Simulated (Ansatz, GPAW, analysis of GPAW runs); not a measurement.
**Reproducing a measured hyperfine coupling: NV- centre in 3C-SiC (GPAW)**

Aim: the hyperfine coupling of the NV- centre in 3C-SiC, to be set beside the measurement. Set-up: PBE, plane waves 500 eV, 64-site cell, PBE lattice, k: the zone centre alone then 2x2x2 shifted, start relaxed with Ansatz. The model is a cell of 64 host atoms with 1 site emptied and N put on another atom's site. The isotropic coupling follows from the spin density at the nucleus, the nuclear g-factor and the total spin. A local or semilocal functional is the cheapest first rung.

**The experiment.** 14N, isotropic part (sign not measured) (size measured, sign taken from theory): -1.26 MHz, by EPR (quoted in “Characterization and formation of NV centers in 3C, 4H and 6H SiC: an ab initio study”, 2017, A. Csóré et al., quoting earlier work (2016)).

Main program and level: GPAW 26.7.0; GPAW plane-wave PAW DFT, PBE; relaxation of all atoms of a defect supercell.

## 1. Set-up

The cell holds 63 atoms: 31 Si, 31 C and 1 N. Its edges and angles: a = 8.777 Å, b = 8.777 Å, c = 8.777 Å, α = 90.0°, β = 90.0°, γ = 90.0°. It derives from SiC (space group F-43m). Nearest the centre at fractional (0.500, 0.500, 0.500): C23 at 2.09 Å, C38 at 2.09 Å, C60 at 2.09 Å, N16 at 2.17 Å, Si19 at 3.08 Å, Si28 at 3.08 Å, Si34 at 3.08 Å, Si57 at 3.08 Å. The cell carries charge −1.

The host's primitive cell comes from a first run (GPAW plane-wave PAW DFT, PBE; relaxation of cell and atoms of a defect-free cell): vectors of 3.103, 3.103 and 3.103 Å. That is 10.56 Å³ an atom, 2.1 % over the diffraction cell's volume. The supercell is built on it.

This program's steps are dear, so the start below was first relaxed with Ansatz (plane-wave PAW DFT, PBE; 13 s).

## 2. Relaxation, charge −1

Every later number rests on the structure around the defect, so the atoms are relaxed at the host's lattice first.

Contents of run.py:

```python
import numpy as np
from ase.io import read, write
from ase.parallel import parprint, world
from gpaw import GPAW, PW
from ase.optimize import BFGS

atoms = read('POSCAR')
magmoms = np.zeros(len(atoms))
magmoms[[15, 41, 37, 59]] = 2 / 4
atoms.set_initial_magnetic_moments(magmoms)
calc = GPAW(mode=PW(500),
            xc='PBE',
            kpts={'size': (1, 1, 1), 'gamma': True},
            charge=-1,
            occupations={'name': 'fermi-dirac', 'width': 0.01, 'fixmagmom': True},
            nbands=136,
            convergence={'density': 1e-05, 'forces': 0.001},
            maxiter=150,
            symmetry='off',
            txt='gpaw.txt')
atoms.calc = calc
opt = BFGS(atoms, trajectory='relax.traj', logfile='-')
done = opt.run(fmax=0.02, steps=80)
parprint('Converged:', done)
energy = atoms.get_potential_energy()
forces = atoms.get_forces()
parprint(f'Energy: {energy:.6f} eV, largest force {np.linalg.norm(forces, axis=1).max():.4f} eV/A')
calc.write('gs.gpw')
write('final.xyz', atoms)
parprint('Moments:', atoms.get_magnetic_moments().round(3))
for s in range(calc.get_number_of_spins()):
    parprint('Levels (eV), spin', s, calc.get_eigenvalues(kpt=0, spin=s)[-16:].round(3))
```

Contents of POSCAR:

```
Si C  Si C  N  Si C  Si C  Si C  Si C  Si C  Si C 
 1.0000000000000000
     8.7765507419321782   -0.0000000000000018    0.0000000000000000
     0.0000000000000000    0.0000000000000000   -8.7765507419321853
     0.0000000000000018    8.7765507419321782    0.0000000000000000
 Si  C   Si  C   N   Si  C   Si  C   Si  C   Si  C   Si  C   Si  C  
   4   4   4   3   1   4   4   4   4   4   4   4   4   4   4   3   4
Direct
  0.0000404544537975 -0.0001429225838767  0.0002086678835437
  0.0005230235862354  0.2503440871949315  0.2511506821598333
  0.2505271620591911  0.0003542766648671  0.2511499966086959
  0.2499180283288310  0.2497439097479381  0.0005403553133254
  0.1251097959032989  0.1249309060561147  0.1257118770864512
  0.1275292978747722  0.3748904615896891  0.3777225707650720
  0.3750735616719548  0.1273547154429117  0.3777200193853679
  0.3747969912795470  0.3746216514409899  0.1251231471827945
  0.0005320951161647  0.0003582972893630  0.5003144943408095
 -0.0003006839339226  0.2497428368079197  0.7503318114481796
  0.2499240936683977 -0.0004812933060798  0.7503279543141796
  0.2514594390203433  0.2512823962398681  0.5055013136056549
  0.1244016979039160  0.1242224469571046  0.6256150785417771
  0.1243999668986287  0.3744587296693526  0.8758439998816900
  0.3746344133595996  0.1242230509288335  0.8758340421797960
  0.3575804037064392  0.3573941099720414  0.6426533920713048
  0.0005373472354744  0.4997527041686765 -0.0002999269686396
  0.0009588834402979  0.7500077406803749  0.2500582099801962
  0.2524981701698667  0.5001825625396733  0.2518454349310373
  0.2505271841551763  0.7489192182226760 -0.0002881103519333
  0.1248041858436832  0.6245456720229559  0.1242456372862384
  0.1248026968656942  0.8758182728231957  0.3755221582668055
  0.3639983778309402  0.6379561461835559  0.3621067466646665
  0.3755190209233298  0.8763250771055494  0.1237462363217397
  0.0000498113931361  0.4999616093416332  0.5001086917432295
  0.0005209541228869  0.7489139110540206  0.7497201247117649
  0.2514699564142019  0.4945523706121681  0.7487753414555736
  0.2524953900122136  0.7482194025777448  0.4998825616987511
  0.1275305261783533  0.6223452011383681  0.6251689237573156
  0.1251129764611128  0.8743536988909270  0.8751329485056143
  0.3750747659972857  0.6223439993949716  0.8727126615140236
  0.3748015096481366  0.8749421624961622  0.6254436129739480
  0.4999331152790726  0.0003628131323238 -0.0002998939470717
  0.5003618063718008  0.2523307592713674  0.2518513900422240
  0.7501853355584870  0.0007786543776396  0.2500605226764668
  0.7490951299660658  0.2503481011241569 -0.0002821436243987
  0.6247262596354314  0.1246294641502098  0.1242534103587297
  0.6381260662243717  0.3638463989920899  0.3621156576066010
  0.8759876065677291  0.1246280899105401  0.3755222441063709
  0.8764969117988124  0.3753448495288807  0.1237492624066555
  0.5001407163159725 -0.0001285522108203  0.5001031638936445
  0.4947300214892952  0.2512789235097365  0.7487710574794227
  0.7490968861207062  0.0003472234170664  0.7497218286447060
  0.7483876719099199  0.2523278190650895  0.4998828264751915
  0.6225189698623030  0.1273562387389847  0.6251654842669023
  0.6225229099048651  0.3748966262408778  0.8727100888678676
  0.8745357438154365  0.1249326806051997  0.8751344768252481
  0.8751224872091816  0.3746238729360096  0.6254422422151596
  0.5001395892430028  0.4999650373564425  0.0001962695126282
  0.5004658390638562  0.7495337637051143  0.2505333006142144
  0.7497116768381865  0.5002915494258019  0.2505358774346973
  0.7501825921046422  0.7500054231084581 -0.0007164977938839
  0.6257594819613694  0.6255838912383962  0.1244243203453133
  0.6257579865553945  0.8756524205490686  0.3744873173566620
  0.8758297448506887  0.6255827388165630  0.3744845818149852
  0.8753095545835977  0.8751256802855619  0.1249403918398337
  0.5003658506457721  0.7482077166145196  0.7477339784232041
  0.7483866329755666  0.5001829676326465  0.7477334582610391
  0.7497055718213615  0.7495278120865121  0.4997770084099989
  0.6381203177226442  0.6379394234199220  0.6362081812911570
  0.6247262026071798  0.8758141880546245  0.8754352360863690
  0.8759868249405113  0.6245447629378570  0.8754347135965036
  0.8764890534677907  0.8763197016145368  0.6247225622547520
```

Command:

```sh
> OMP_NUM_THREADS=1 mpirun -n 8 gpaw python run.py > stdout
```

Output:

```text
__  _  _
 | _ |_)|_||  |
 |__||  | ||/\| - 26.7.0

Input parameters:
  mode=PW(ecut=500.0),
  charge=-1,
  convergence={'density': 1e-05, 'forces': 0.001},
  kpts=MonkhorstPack(size=(1, 1, 1), gamma=True),
  maxiter=150,
  nbands=136,
  occupations=Occupations(name='fermi-dirac', width=0.01, fixmagmom=True),
  symmetry=Symmetry(point_group=False, time_reversal=False),
  xc=XC(name='PBE')

Diagonalizing LCAO Hamiltonian
Converting LCAO to pw mode

                 Si        Si
                    C          C
          Si C       Si C
           Si Si      Si Si
       Si     CSiCSi     CSiC
           C     SN  C       C
        Si  C      Si  C   Si  C
          Si Si C      Si  C
           Si Si      SiCSi
       Si     CSiCSi     CSiC
           C       C C        C
         Si C      Si  C
             Si        Si
                C          C

Atoms  # Å, Bohr magnetons
|    | symbol |         x |         y |         z |    initial magnetic moments |
|----|--------|-----------|-----------|-----------|-----------------------------|
|  0 |     Si |  0.000355 |  0.001831 |  0.001254 | ( 0.0000,  0.0000,  0.0000) |
|  1 |     Si |  0.004590 |  2.204237 | -2.197158 | ( 0.0000,  0.0000,  0.0000) |
|  2 |     Si |  2.198764 |  2.204231 | -0.003109 | ( 0.0000,  0.0000,  0.0000) |
|  3 |     Si |  2.193418 |  0.004742 | -2.191890 | ( 0.0000,  0.0000,  0.0000) |
|  4 |      C |  1.098032 |  1.103317 | -1.096462 | ( 0.0000,  0.0000,  0.0000) |
|  5 |      C |  1.119267 |  3.315101 | -3.290245 | ( 0.0000,  0.0000,  0.0000) |
|  6 |      C |  3.291852 |  3.315079 | -1.117735 | ( 0.0000,  0.0000,  0.0000) |
|  7 |      C |  3.289425 |  1.098150 | -3.287886 | ( 0.0000,  0.0000,  0.0000) |
|  8 |     Si |  0.004670 |  4.391036 | -0.003145 | ( 0.0000,  0.0000,  0.0000) |
|  9 |     Si | -0.002639 |  6.585325 | -2.191881 | ( 0.0000,  0.0000,  0.0000) |
| 10 |     Si |  2.193471 |  6.585291 |  0.004224 | ( 0.0000,  0.0000,  0.0000) |
| 11 |     Si |  2.206947 |  4.436558 | -2.205393 | ( 0.0000,  0.0000,  0.0000) |
| 12 |      C |  1.091818 |  5.490742 | -1.090245 | ( 0.0000,  0.0000,  0.0000) |
| 13 |      C |  1.091803 |  7.686889 | -3.286456 | ( 0.0000,  0.0000,  0.0000) |
| 14 |      C |  3.287998 |  7.686802 | -1.090250 | ( 0.0000,  0.0000,  0.0000) |
| 15 |      N |  3.138323 |  5.640280 | -3.136688 | ( 0.0000,  0.0000,  0.5000) |
| 16 |     Si |  0.004716 | -0.002632 | -4.386105 | ( 0.0000,  0.0000,  0.0000) |
| 17 |     Si |  0.008416 |  2.194649 | -6.582481 | ( 0.0000,  0.0000,  0.0000) |
| 18 |     Si |  2.216063 |  2.210334 | -4.389878 | ( 0.0000,  0.0000,  0.0000) |
| 19 |     Si |  2.198765 | -0.002529 | -6.572928 | ( 0.0000,  0.0000,  0.0000) |
| 20 |      C |  1.095350 |  1.090448 | -5.481357 | ( 0.0000,  0.0000,  0.0000) |
| 21 |      C |  1.095337 |  3.295789 | -7.686664 | ( 0.0000,  0.0000,  0.0000) |
| 22 |      C |  3.194650 |  3.178048 | -5.599054 | ( 0.0000,  0.0000,  0.0000) |
| 23 |      C |  3.295762 |  1.086065 | -7.691112 | ( 0.0000,  0.0000,  0.0000) |
| 24 |     Si |  0.000437 |  4.389229 | -4.387938 | ( 0.0000,  0.0000,  0.0000) |
| 25 |     Si |  0.004572 |  6.579957 | -6.572881 | ( 0.0000,  0.0000,  0.0000) |
| 26 |     Si |  2.207039 |  6.571665 | -4.340464 | ( 0.0000,  0.0000,  0.0000) |
| 27 |     Si |  2.216039 |  4.387245 | -6.566786 | ( 0.0000,  0.0000,  0.0000) |
| 28 |      C |  1.119278 |  5.486827 | -5.462044 | ( 0.0000,  0.0000,  0.0000) |
| 29 |      C |  1.098060 |  7.680649 | -7.673810 | ( 0.0000,  0.0000,  0.0000) |
| 30 |      C |  3.291863 |  7.659407 | -5.462034 | ( 0.0000,  0.0000,  0.0000) |
| 31 |      C |  3.289464 |  5.489238 | -7.678974 | ( 0.0000,  0.0000,  0.0000) |
[...]
| 36 |      C |  5.482942 |  1.090516 | -1.093817 | ( 0.0000,  0.0000,  0.0000) |
[...]
Unit cell  # Å
| periodic |        x |         y |         z |  lengths |    angles |
|----------|----------|-----------|-----------|----------|-----------|
|      yes | 8.776551 | -0.000000 |  0.000000 | 8.776551 | 90.000000 |
|      yes | 0.000000 |  0.000000 | -8.776551 | 8.776551 | 90.000000 |
|      yes | 0.000000 |  8.776551 |  0.000000 | 8.776551 | 90.000000 |

Number of symmetries: 1
Symmetry operations  # r_c * U_cc + t_c -> r_c
|   | kind |            matrix            |
|---|------|------------------------------|
| 0 |  E   |  1, 0, 0,  0, 1, 0,  0, 0, 1 |

BZ-sampling:
  Number of BZ points: 1
  Number of IBZ points: 1

  Monkhorst-Pack size: [1, 1, 1]
  Monkhorst-Pack shift: [0, 0, 0]

K-points  # in reciprocal-cell coordinates
|   |                                coordinates |     weight |
|---|--------------------------------------------|------------|
| 0 | (  0.00000000,   0.00000000,   0.00000000) | 1.00000000 |

Plane wave coefficients: 8539
Cutoff: 500.0 eV

Spin-components: 2 (collinear spins)
Bands:           136
Projectors:      315
Spin-degeneracy: 1
Datatype:        float64

Density:
  Valence electrons: 253.0
  Components: 2
  Grid points: [48 48 48]
  Charge: -1.0  # |e|

Potential:
  Grid points: [48 48 48]

species:
  Si:
    name:    Silicon
    Z:       14.0
    valence: 4
    core:    10
    charge:  0.0  # [|e|]
    compensation charges:
      type: gauss
      rc: 0.33  # [Å]
      lmax: 2
    cutoffs:
      filter: 1.86  # [Å]
      core: 2.06  # [Å]
    projectors
    | kind |    occ | energy [eV] | rcut [Å] |
    |------|--------|-------------|----------|
    |   3s |  2.000 |     -10.812 |    1.058 |
    |   3p |  2.000 |      -4.081 |    1.058 |
    |    s |        |      16.399 |    1.058 |
    |    p |        |      23.130 |    1.058 |
    |    d |        |       0.000 |    1.058 |

    Using partial waves for Si as LCAO basis

  C:
    name:    Carbon
    Z:       6.0
    valence: 4
    core:    2
    charge:  0.0  # [|e|]
    compensation charges:
      type: gauss
      rc: 0.20  # [Å]
      lmax: 2
    cutoffs:
      filter: 1.14  # [Å]
      core: 1.14  # [Å]
    projectors
    | kind |    occ | energy [eV] | rcut [Å] |
    |------|--------|-------------|----------|
    |   2s |  2.000 |     -13.751 |    0.635 |
    |   2p |  2.000 |      -5.284 |    0.635 |
    |    s |        |      13.461 |    0.635 |
    |    p |        |      21.927 |    0.635 |
    |    d |        |       0.000 |    0.635 |

    Using partial waves for C as LCAO basis

  N:
    name:    Nitrogen
    Z:       7.0
    valence: 5
    core:    2
    charge:  0.0  # [|e|]
    compensation charges:
      type: gauss
      rc: 0.18  # [Å]
      lmax: 2
    cutoffs:
      filter: 1.11  # [Å]
      core: 0.96  # [Å]
[...]
Maximum error relative to the maximum force is below inf
- Maximum [total energy] change in last 3 cyles: 0.0005 eV / valence electron
- Maximum integral of absolute [eigenst]ate change: 4e-08 eV^2 / valence electron
maximum number of iterations: 150

SCF iterations
|iter     | |      energy | eigst |  dens |force |  magmom |
|---------|-|-------------|-------|-------|------|---------|
|iter:   1| | -455.898074c| -5.06 |       |      |  +1.9994|
|iter:   2| | -455.898037c| -6.64 | -3.66 |      |  +1.9995|
|iter:   3| | -455.897936c| -5.88 | -3.72 |      |  +1.9996|
|iter:   4| | -455.897925c| -6.87 | -4.05 |      |  +1.9998|
|iter:   5| | -455.897924c| -7.39 | -4.38 |      |  +1.9999|
|iter:   6| | -455.897924c| -7.71c| -4.73 |      |  +2.0000|
|iter:   7| | -455.897924c| -8.15c| -5.11c|-1.54 |  +2.0000|
|iter:   8| | -455.897924c| -8.87c| -5.57c|-3.29c|  +2.0000|

Converged in 8 steps
SCF loop duration: 10.418 s (1.302 s/step)
Energy contributions relative to reference atoms: (reference = -277814.864841)

Energy contributions:
  Kinetic:         465.862565
  Coulomb:        -373.621335
  Zero:             -0.747471
  External:          0.000000
  Xc:             -547.391683
  Entropy:          -0.000000
  Spinorbit:         0.000000
  ----------------------------
  Free energy:    -455.897924
  Extrapolated:   -455.897924

dipole moment: (-117.455242, 33.334357, 41.999970)  # |e|*Ang

Total magnetic moment: (0.000000, 0.000000, 1.999999)

Local magnetic moments
|        x |        y |         z |
|----------|----------|-----------|
[...]
Fermi levels: 8.904, 8.429
Eigenvalues  # (at kpt = [0.000, 0.000, 0.000])
| band index |      eig [eV] | occ [0-1] |      eig [eV] | occ [0-1] |
|------------|---------------|-----------|---------------|-----------|
[...]
|        ... |               |           |               |           |
[...]
Gap: 0.838 eV
Transition (v -> c):
  (s=0, k=0, n=127, [0.00, 0.00, 0.00]) -> (s=0, k=0, n=128, [0.00, 0.00, 0.00])
No difference between direct/indirect transitions

Forces  # eV/Ang
|        x |        y |        z |
|----------|----------|----------|
[...]
Si        Si
                    C          C
          Si C       Si C
           Si Si      Si Si
       Si     CSiCSi     CSiC
           C     SN  C       C
        Si  C      Si  C   Si  C
          Si Si C      Si  C
           Si Si      SiCSi
       Si     CSiCSi     CSiC
           C       C C        C
         Si C      Si  C
             Si        Si
                C          C

Atoms  # Å, Bohr magnetons
|    | symbol |         x |         y |         z |    initial magnetic moments |
|----|--------|-----------|-----------|-----------|-----------------------------|
[...]
| 15 |      N |  3.144540 |  5.634104 | -3.143010 | ( 0.0000,  0.0000,  0.0012) |
[...]
| 43 |     Si |  6.567966 |  4.387687 | -2.214946 | ( 0.0000,  0.0000,  0.0033) |
[...]
| 48 |     Si |  4.389575 |  0.001685 | -4.388010 | ( 0.0000,  0.0000,  0.0008) |
| 49 |     Si |  4.392818 |  2.199243 | -6.577878 | ( 0.0000,  0.0000,  0.0010) |
| 50 |     Si |  6.579419 |  2.199263 | -4.391298 | ( 0.0000,  0.0000,  0.0010) |
| 51 |     Si |  6.584052 | -0.006612 | -6.582509 | ( 0.0000,  0.0000, -0.0013) |
| 52 |      C |  5.492037 |  1.091757 | -5.490499 | ( 0.0000,  0.0000,  0.0014) |
| 53 |      C |  5.492036 |  3.286615 | -7.685353 | ( 0.0000,  0.0000,  0.0014) |
| 54 |      C |  7.686934 |  3.286629 | -5.490500 | ( 0.0000,  0.0000,  0.0014) |
| 55 |      C |  7.682004 |  1.096660 | -7.680463 | ( 0.0000,  0.0000,  0.0006) |
| 56 |     Si |  4.390993 |  6.562161 | -6.566398 | ( 0.0000,  0.0000,  0.0033) |
| 57 |     Si |  6.567945 |  6.562168 | -4.389424 | ( 0.0000,  0.0000,  0.0033) |
| 58 |     Si |  6.579410 |  4.385833 | -6.577851 | ( 0.0000,  0.0000,  0.0010) |
| 59 |      C |  5.596548 |  5.579794 | -5.594983 | ( 0.0000,  0.0000,  0.1739) |
| 60 |      C |  5.482558 |  7.682737 | -7.686038 | ( 0.0000,  0.0000,  0.0184) |
| 61 |      C |  7.687570 |  7.682737 | -5.481008 | ( 0.0000,  0.0000,  0.0184) |
| 62 |      C |  7.691890 |  5.482667 | -7.690331 | ( 0.0000,  0.0000,  0.0103) |

Unit cell  # Å
| periodic |        x |         y |         z |  lengths |    angles |
|----------|----------|-----------|-----------|----------|-----------|
|      yes | 8.776551 | -0.000000 |  0.000000 | 8.776551 | 90.000000 |
|      yes | 0.000000 |  0.000000 | -8.776551 | 8.776551 | 90.000000 |
|      yes | 0.000000 |  8.776551 |  0.000000 | 8.776551 | 90.000000 |

Initialization done in: 0.864 s

convergence criteria:
- Maximum integral of absolute [dens]ity change: 1e-05 electrons / valence electron
- Maximum change in the atomic [forces] across last 2 cycles: 0.001 eV/Ang OR
Maximum error relative to the maximum force is below inf
- Maximum [total energy] change in last 3 cyles: 0.0005 eV / valence electron
- Maximum integral of absolute [eigenst]ate change: 4e-08 eV^2 / valence electron
maximum number of iterations: 150

SCF iterations
|iter     | |      energy | eigst |  dens |force |  magmom |
|---------|-|-------------|-------|-------|------|---------|
|iter:   1| | -455.898015c| -5.80 |       |      |  +1.9997|
|iter:   2| | -455.898012c| -7.34 | -4.05 |      |  +1.9997|
|iter:   3| | -455.897999c| -6.98 | -4.10 |      |  +1.9998|
|iter:   4| | -455.897998c| -7.65c| -4.42 |      |  +1.9999|
|iter:   5| | -455.897997c| -7.82c| -4.79 |      |  +2.0000|
|iter:   6| | -455.897997c| -8.19c| -5.17c|-1.77 |  +2.0000|
|iter:   7| | -455.897997c| -8.75c| -5.56c|-3.37c|  +2.0000|

Converged in 7 steps
SCF loop duration: 9.101 s (1.300 s/step)
Energy contributions relative to reference atoms: (reference = -277814.864841)

Energy contributions:
  Kinetic:         465.760195
  Coulomb:        -373.541778
  Zero:             -0.747346
  External:          0.000000
  Xc:             -547.369068
  Entropy:          -0.000000
  Spinorbit:         0.000000
  ----------------------------
  Free energy:    -455.897997
  Extrapolated:   -455.897997

dipole moment: (-117.463105, 33.341538, 42.007525)  # |e|*Ang

Total magnetic moment: (0.000000, 0.000000, 1.999998)

Local magnetic moments
|        x |        y |         z |
|----------|----------|-----------|
[...]
Fermi levels: 8.904, 8.429
Eigenvalues  # (at kpt = [0.000, 0.000, 0.000])
| band index |      eig [eV] | occ [0-1] |      eig [eV] | occ [0-1] |
|------------|---------------|-----------|---------------|-----------|
[...]
|        ... |               |           |               |           |
[...]
|        128 |         9.195 |     0.000 |         9.236 |     0.000 |
|        129 |         9.230 |     0.000 |         9.273 |     0.000 |
|        130 |         9.230 |     0.000 |         9.273 |     0.000 |
|        131 |        11.669 |     0.000 |        11.673 |     0.000 |
|        132 |        11.669 |     0.000 |        11.673 |     0.000 |
|        133 |        11.716 |     0.000 |        11.755 |     0.000 |
|        134 |        11.863 |     0.000 |        11.870 |     0.000 |
|        135 |        11.953 |     0.000 |        11.988 |     0.000 |

Gap: 0.839 eV
Transition (v -> c):
  (s=0, k=0, n=127, [0.00, 0.00, 0.00]) -> (s=0, k=0, n=128, [0.00, 0.00, 0.00])
No difference between direct/indirect transitions

Forces  # eV/Ang
|        x |        y |        z |
|----------|----------|----------|
[...]
|  0.00039 | -0.00039 | -0.00038 |  # C   55
| -0.00100 | -0.00276 |  0.00279 |  # Si  56
| -0.00276 | -0.00278 |  0.00088 |  # Si  57
| -0.00425 | -0.00155 |  0.00421 |  # Si  58
| -0.00258 | -0.00202 |  0.00253 |  # C   59
|  0.00143 | -0.00126 |  0.00287 |  # C   60
| -0.00285 | -0.00128 | -0.00142 |  # C   61
| -0.00323 |  0.00012 |  0.00287 |  # C   62

# Writing to gs.gpw (mode='')
```

It took 88 s on 8 MPI ranks of Arm Neoverse V2, shared host; peak memory 2.8 GiB.

(Continued in part 2 of 2.)

[Logs are printed without paths, hosts, clocks, repeated set-up lines and the standing remarks that a program may print on its own settings, such as how far it seeks lower states.]

[Hosts, paths, dates, database ids (printed as entryN), source tags and the programs' standing remarks are cut or masked in the printed files.]

[For some hosts the program warned that the k-mesh of the response run may be too coarse for force constants and the static dielectric constant; such warnings are not shown here.]
